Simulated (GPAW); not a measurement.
**Work function of 1T-NbSTe monolayer at several levels**

How far do functional and basis move the work function of 1T-NbSTe monolayer?

Calculated with GPAW 26.7.0; GPAW, PAW setups; layer in a repeated cell with vacuum, relaxation of atoms and in-plane cell, in the first sound run; inputs show where later runs differ.

Report form: the programs' logs are mostly left out.

## Step 1: The starting structure

The cell holds 3 atoms: 1 Te, 1 Nb and 1 S. Its edges and angles: a = 3.724 Å, b = 3.724 Å, c = 17.274 Å, α = 90.0°, β = 90.0°, γ = 120.0°. Vacuum lies along c.

Coordinates:

```cif
data_structure
_symmetry_space_group_name_H-M 'P 1'
_symmetry_Int_Tables_number 1
_cell_length_a 3.7239
_cell_length_b 3.7239
_cell_length_c 17.2740
_cell_angle_alpha 90.000
_cell_angle_beta 90.000
_cell_angle_gamma 120.000
_cell_volume 207.45
loop_
_atom_site_label
_atom_site_type_symbol
_atom_site_fract_x
_atom_site_fract_y
_atom_site_fract_z
_atom_site_occupancy
Te1 Te 0.66667 0.33333 0.40523 1
Nb2 Nb 0.00000 0.00000 0.51582 1
S3 S 0.33333 0.66667 0.59476 1
```

## Step 2: Relaxing the atoms

Forces are removed first; all later runs use this geometry.

File run.py:

```python
import json
import numpy as np
from ase import Atoms
from ase.filters import FrechetCellFilter
from ase.optimize import BFGS
from gpaw import GPAW, PW

slab = Atoms(
    ['Te', 'Nb', 'S'],
    positions=[
        [1.86193, 1.07499, 7.00000],
        [0.00000, 0.00000, 8.91023],
        [-0.00000, 2.14997, 10.27395]],
    cell=[[3.72386, 0.0, 0.0], [-1.86193, 3.22496, 0.0], [0.0, 0.0, 17.274]],
    pbc=[True, True, True])

slab.calc = GPAW(mode=PW(600), xc='PBE', kpts={'size': (9, 9, 1), 'gamma': True},
                 occupations={'name': 'fermi-dirac', 'width': 0.05}, nbands='160%',
                 convergence={'density': 1e-05}, maxiter=200,
                 symmetry={'tolerance': 1e-3}, txt='slab.txt')
result = {}
# The in-plane cell is free; stress needs a cell that repeats along all three vectors
path = []
opt = BFGS(FrechetCellFilter(slab, mask=[1, 1, 0, 0, 0, 1]), maxstep=0.2)
opt.attach(lambda: path.append((slab.get_potential_energy(), slab.positions.tolist(), slab.get_forces().tolist())))
result['relaxed'] = bool(opt.run(fmax=0.02, steps=45))
result['path'] = path
result['cell'] = slab.cell.tolist()
print('in-plane lattice', slab.cell.cellpar().round(4)[[0, 1, 5]])
energy = slab.get_potential_energy()
fermi = slab.calc.get_fermi_level()
v = slab.calc.get_electrostatic_potential().mean((0, 1)) - fermi
n = slab.calc.get_pseudo_density().mean((0, 1))
L = slab.cell[2, 2]
z = np.arange(len(v)) * L / len(v)
low, high = slab.positions[:, 2].min(), slab.positions[:, 2].max()
below, above = np.interp([low - 4.8, high + 4.8], z, v)
slopes = [np.interp(x, z, np.gradient(v, z)) for x in (low - 4.8, high + 4.8)]
eps = np.array([[slab.calc.get_eigenvalues(k, s) for k in range(len(slab.calc.get_ibz_k_points()))]
                for s in range(slab.calc.get_number_of_spins())]) - fermi
top, bottom = eps[eps < 0].max(), eps[eps > 0].min()
dipole = slab.get_dipole_moment()[2]
print(f'energy {energy:.4f} eV, Fermi level {fermi:.4f} eV, dipole {dipole:.5f} e A')
print(f'potential 4.8 A off the faces, from the Fermi level: lower {below:.4f} eV, upper {above:.4f} eV')
print(f'slope of the potential there: lower {slopes[0]:.5f}, upper {slopes[1]:.5f} eV/A')
print(f'nearest levels on the mesh: {top:.4f} and {bottom:.4f} eV')
print('magnetic moment', round(slab.get_magnetic_moment(), 3))
result.update(energy=energy, fermi=fermi, dipole=dipole, below=below, above=above, slopes=slopes, edges=[top, bottom],
              z=z.tolist(), v=v.tolist(), n=n.tolist(), positions=slab.positions.tolist(),
              forces=slab.get_forces(apply_constraint=False).tolist(), moments=slab.get_magnetic_moments().tolist())
json.dump(result, open('result.json', 'w'))
```

Started as:

```console
OMP_NUM_THREADS=1 OPENBLAS_NUM_THREADS=1 python run.py
```

Elapsed: 4.8 min, on 1 thread of Arm Neoverse V1, shared host; peak memory 0.31 GiB.

This step gave:

```
dipole along the normal                    : -0.07803 e·Å
levels nearest the Fermi level on the mesh : -0.004659, 0.1364 eV from the Fermi level
```

Table of electrostatic potential energy of an electron (without an applied field's), less the Fermi level, planar mean by z:

z (Å), electrostatic potential energy of an electron (without an applied field's), less the Fermi level, planar mean (eV) and a bar from the least value:
```
        0        4.8 ##############################
        1        4.7 ##############################
        2        4.6 #############################
        3        4.6 #############################
        4        4.5 #############################
        5        4.2 #############################
        6       -0.1 ########################
        7      -20.9 
        8       -3.7 ####################
        9      -18.0 ###
       10      -10.4 ############
       11        0.5 #########################
       12        5.0 ##############################
       13        5.1 ##############################
       14        5.0 ##############################
       15        5.0 ##############################
       16        4.9 ##############################
       17        4.8 ##############################
```

Table of pseudo valence density, planar mean by z:

| z (Å) | pseudo valence density, planar mean (e/Å³) |
| --- | --- |
| 0.00 | 0 |
| 0.53 | 0 |
| 0.88 | 0 |
| 1.41 | 0 |
| 1.76 | 1.4e-6 |
| 2.29 | 5.0e-6 |
| 2.82 | 2.4e-5 |
| 3.17 | 6.6e-5 |
| 3.70 | 2.9e-4 |
| 4.23 | 0.00132 |
| 4.58 | 0.00361 |
| 5.11 | 0.0163 |
| 5.46 | 0.0437 |
| 5.99 | 0.165 |
| 6.52 | 0.292 |
| 6.87 | 0.114 |
| 7.40 | 0.341 |
| 7.93 | 0.311 |
| 8.28 | 0.403 |
| 8.81 | 1.08 |
| 9.17 | 0.908 |
| 9.69 | 0.470 |
| 10.22 | 0.375 |
| 10.58 | 0.357 |
| 11.10 | 0.173 |
| 11.63 | 0.0369 |
| 11.99 | 0.0118 |
| 12.51 | 0.00214 |
| 12.87 | 6.9e-4 |
| 13.40 | 1.3e-4 |
| 13.93 | 2.5e-5 |
| 14.28 | 8.7e-6 |
| 14.81 | 1.6e-6 |
| 15.34 | 0 |
| 15.69 | 0 |
| 16.22 | 0 |
| 16.57 | 0 |
| 17.10 | 0 |

The relaxation lowered the energy of the cell by 0.198 eV (energies extrapolated to zero smearing; the optimiser's log prints free energies). The largest force left on a free atom is 0.0061 eV/Å.

## Step 3: The slab's potential

The work function is the vacuum plateau of the electrostatic potential less the Fermi level; a dipole layer lets the two faces have plateaus of their own.

This step: GPAW, PAW setups; slab in vacuum (GPAW 26.7.0).

The cell differs from the one that the last finished run ended in (c 17.274 → 17.365 Å).

Edit run.py of step 2 so:

```diff
@@ -3,4 +3,2 @@
 from ase import Atoms
-from ase.filters import FrechetCellFilter
-from ase.optimize import BFGS
 from gpaw import GPAW, PW
@@ -10,21 +8,14 @@
     positions=[
-        [1.86193, 1.07499, 7.00000],
-        [0.00000, 0.00000, 8.91023],
-        [-0.00000, 2.14997, 10.27395]],
-    cell=[[3.72386, 0.0, 0.0], [-1.86193, 3.22496, 0.0], [0.0, 0.0, 17.274]],
-    pbc=[True, True, True])
+        [1.76169, 1.01712, 7.00000],
+        [0.00000, -0.00000, 8.95674],
+        [0.00000, 2.03423, 10.36496]],
+    cell=[[3.52339, 0.0, 0.0], [-1.76169, 3.05135, 0.0], [0.0, 0.0, 17.365]],
+    pbc=[True, True, False])
 
-slab.calc = GPAW(mode=PW(600), xc='PBE', kpts={'size': (9, 9, 1), 'gamma': True},
+slab.calc = GPAW(mode=PW(400), xc='PBE', kpts={'size': (9, 9, 1), 'gamma': True},
                  occupations={'name': 'fermi-dirac', 'width': 0.05}, nbands='160%',
                  convergence={'density': 1e-05}, maxiter=200,
+                 poissonsolver={'dipolelayer': 'xy'},
                  symmetry={'tolerance': 1e-3}, txt='slab.txt')
 result = {}
-# The in-plane cell is free; stress needs a cell that repeats along all three vectors
-path = []
-opt = BFGS(FrechetCellFilter(slab, mask=[1, 1, 0, 0, 0, 1]), maxstep=0.2)
-opt.attach(lambda: path.append((slab.get_potential_energy(), slab.positions.tolist(), slab.get_forces().tolist())))
-result['relaxed'] = bool(opt.run(fmax=0.02, steps=45))
-result['path'] = path
-result['cell'] = slab.cell.tolist()
-print('in-plane lattice', slab.cell.cellpar().round(4)[[0, 1, 5]])
 energy = slab.get_potential_energy()
```

Wall time 21 s (1 thread); peak memory 0.18 GiB.

Numbers from this step:

```
dipole along the normal                    : -0.05280 e·Å
levels nearest the Fermi level on the mesh : -0.004919, 0.1333 eV from the Fermi level
upper work function                        : 5.259 eV
lower work function                        : 4.374 eV
```

The electrostatic potential energy of an electron (without an applied field's), less the Fermi level, planar mean by z:

```
z (Å)  electrostatic potential energy of an electron (without an applied field's), less the Fermi level, planar mean (eV)
  0.0                                                                                                                4.82
  0.5                                                                                                                4.37
  1.0                                                                                                                4.37
  1.5                                                                                                                4.37
  2.0                                                                                                                4.37
  2.5                                                                                                                4.37
  3.0                                                                                                                4.37
  3.5                                                                                                                4.37
  4.0                                                                                                                4.36
  4.5                                                                                                                4.32
  5.0                                                                                                                4.13
  5.5                                                                                                                3.38
  6.0                                                                                                               0.430
  6.5                                                                                                               -9.52
  7.0                                                                                                               -21.0
  7.5                                                                                                               -10.2
  8.0                                                                                                               -3.63
  8.5                                                                                                               -10.5
  9.0                                                                                                               -18.3
  9.5                                                                                                               -9.45
 10.0                                                                                                               -9.52
 10.5                                                                                                               -13.2
 11.0                                                                                                              -0.264
 11.5                                                                                                                4.11
 12.0                                                                                                                5.03
 12.5                                                                                                                5.21
 13.0                                                                                                                5.25
 13.5                                                                                                                5.26
 14.0                                                                                                                5.26
 14.5                                                                                                                5.26
 15.0                                                                                                                5.26
 15.5                                                                                                                5.26
 16.0                                                                                                                5.26
 16.5                                                                                                                5.26
 17.0                                                                                                                5.21
```

Pseudo valence density, planar mean against z:

```csv
z (Å),"pseudo valence density, planar mean (e/Å³)"
3,3.9e-5
4,6.5e-4
5,0.0110
6,0.152
7,0.127
8,0.318
9,1.12
10,0.448
11,0.242
12,0.0131
13,5.4e-4
14,2.3e-5
```

The potential is flat to 2.5e-4 eV/Å where it is read, so the vacuum is wide enough.

## Step 4: Self-consistent run: xc = "LDA"

The same geometry under LDA, to see how far the functional moves the levels against the vacuum.

Edit run.py of step 3 so:

```diff
@@ -14,3 +14,3 @@
 
-slab.calc = GPAW(mode=PW(400), xc='PBE', kpts={'size': (9, 9, 1), 'gamma': True},
+slab.calc = GPAW(mode=PW(400), xc='LDA', kpts={'size': (9, 9, 1), 'gamma': True},
                  occupations={'name': 'fermi-dirac', 'width': 0.05}, nbands='160%',
```

The job ended after 20 s (1 thread; peak memory 0.18 GiB).

This step gave:

| Quantity | Value |
| --- | --- |
| dipole along the normal | -0.04912 e·Å |
| levels nearest the Fermi level on the mesh | -0.002542, 0.1276 eV from the Fermi level |
| upper work function | 5.486 eV |
| lower work function | 4.664 eV |

Electrostatic potential energy of an electron (without an applied field's), less the Fermi level, planar mean against z:

```csv
z (Å),"electrostatic potential energy of an electron (without an applied field's), less the Fermi level, planar mean (eV)"
0,5.07
1,4.66
2,4.66
3,4.66
4,4.65
5,4.43
6,0.737
7,-20.7
8,-3.31
9,-18.0
10,-9.27
11,-0.0663
12,5.26
13,5.48
14,5.49
15,5.49
16,5.49
17,5.44
```

Pseudo valence density, planar mean against z:

```
z (Å)  pseudo valence density, planar mean (e/Å³)
 0.00                                           0
 0.43                                           0
 0.86                                           0
 1.29                                      1.4e-6
 1.93                                           0
 2.36                                      4.3e-6
 2.79                                      1.7e-5
 3.22                                      6.1e-5
 3.64                                      2.2e-4
 4.07                                      7.4e-4
 4.72                                     0.00474
 5.15                                      0.0160
 5.57                                      0.0519
 6.00                                       0.152
 6.43                                       0.299
 6.86                                       0.138
 7.50                                       0.355
 7.93                                       0.313
 8.36                                       0.425
 8.79                                        1.00
 9.22                                       0.898
 9.65                                       0.489
10.29                                       0.369
10.72                                       0.347
11.15                                       0.173
11.58                                      0.0512
12.01                                      0.0130
12.43                                     0.00320
13.08                                      3.9e-4
13.51                                      9.8e-5
13.93                                      2.5e-5
14.36                                      7.1e-6
14.79                                      2.6e-6
15.22                                      1.4e-6
15.86                                           0
16.29                                           0
16.72                                           0
17.15                                           0
```

Force by atom:

```
atom  x (eV/Å)  y (eV/Å)  z (eV/Å)   size
 Te1     0.000     0.000     0.562  0.562
 Nb2     0.000     0.000     0.041  0.041
  S3     0.000     0.000    -0.603  0.603
```

The upper face's work function is 5.486 eV, against 5.259 eV in the first plane-wave PBE run at this geometry.

## Step 5: Self-consistent run: xc = "vdW-DF2"

The same geometry under vdW-DF2, to see how far the functional moves the levels against the vacuum (the van der Waals functionals take revPBE setups).

Edit run.py of step 4 so:

```diff
@@ -14,3 +14,3 @@
 
-slab.calc = GPAW(mode=PW(400), xc='LDA', kpts={'size': (9, 9, 1), 'gamma': True},
+slab.calc = GPAW(mode=PW(400), xc='vdW-DF2', kpts={'size': (9, 9, 1), 'gamma': True},
                  occupations={'name': 'fermi-dirac', 'width': 0.05}, nbands='160%',
```

The job ended after 31 s (1 thread; peak memory 0.32 GiB).

Numbers from this step:

- dipole along the normal: -0.05360 e·Å
- levels nearest the Fermi level on the mesh: -0.02080, 0.1266 eV from the Fermi level
- upper work function: 5.579 eV
- lower work function: 4.681 eV

The upper face's work function is 5.579 eV, against 5.259 eV in the first plane-wave PBE run at this geometry.

## Step 6: Self-consistent run: xc = "RPBE"

The same geometry under RPBE, to see how far the functional moves the levels against the vacuum.

Edit run.py of step 5 so:

```diff
@@ -14,3 +14,3 @@
 
-slab.calc = GPAW(mode=PW(400), xc='vdW-DF2', kpts={'size': (9, 9, 1), 'gamma': True},
+slab.calc = GPAW(mode=PW(400), xc='RPBE', kpts={'size': (9, 9, 1), 'gamma': True},
                  occupations={'name': 'fermi-dirac', 'width': 0.05}, nbands='160%',
```

It took 21 s on 1 thread; peak memory 0.18 GiB.

This step gave:

| Quantity | Value |
| --- | --- |
| dipole along the normal | -0.05445 e·Å |
| levels nearest the Fermi level on the mesh | -0.007465, 0.1369 eV from the Fermi level |
| upper work function | 5.174 eV |
| lower work function | 4.262 eV |

The electrostatic potential energy of an electron (without an applied field's), less the Fermi level, planar mean by z:

z (Å), electrostatic potential energy of an electron (without an applied field's), less the Fermi level, planar mean (eV) and a bar from the least value:
```
      0.0        4.7 #############################
      0.5        4.3 #############################
      1.0        4.3 #############################
      1.5        4.3 #############################
      2.0        4.3 #############################
      2.5        4.3 #############################
      3.0        4.3 #############################
      3.5        4.3 #############################
      4.0        4.2 #############################
      4.5        4.2 #############################
      5.0        4.0 #############################
      5.5        3.3 ############################
      6.0        0.3 ########################
      6.5       -9.6 #############
      7.0      -21.1 
      7.5      -10.3 ############
      8.0       -3.7 ####################
      8.5      -10.6 ############
      9.0      -18.3 ###
      9.5       -9.5 #############
     10.0       -9.6 #############
     10.5      -13.3 #########
     11.0       -0.3 ########################
     11.5        4.0 #############################
     12.0        4.9 ##############################
     12.5        5.1 ##############################
     13.0        5.2 ##############################
     13.5        5.2 ##############################
     14.0        5.2 ##############################
     14.5        5.2 ##############################
     15.0        5.2 ##############################
     15.5        5.2 ##############################
     16.0        5.2 ##############################
     16.5        5.2 ##############################
     17.0        5.1 ##############################
```

The upper face's work function is 5.174 eV, against 5.259 eV in the first plane-wave PBE run at this geometry.

(Continued in part 2 of 2.)

[Logs are printed without paths, hosts, clocks, repeated set-up lines and the standing remarks that a program may print on its own settings, such as how far it seeks lower states.]

[Hosts, paths, dates, database ids (printed as entryN), source tags and the programs' standing remarks are cut or masked in the printed files.]
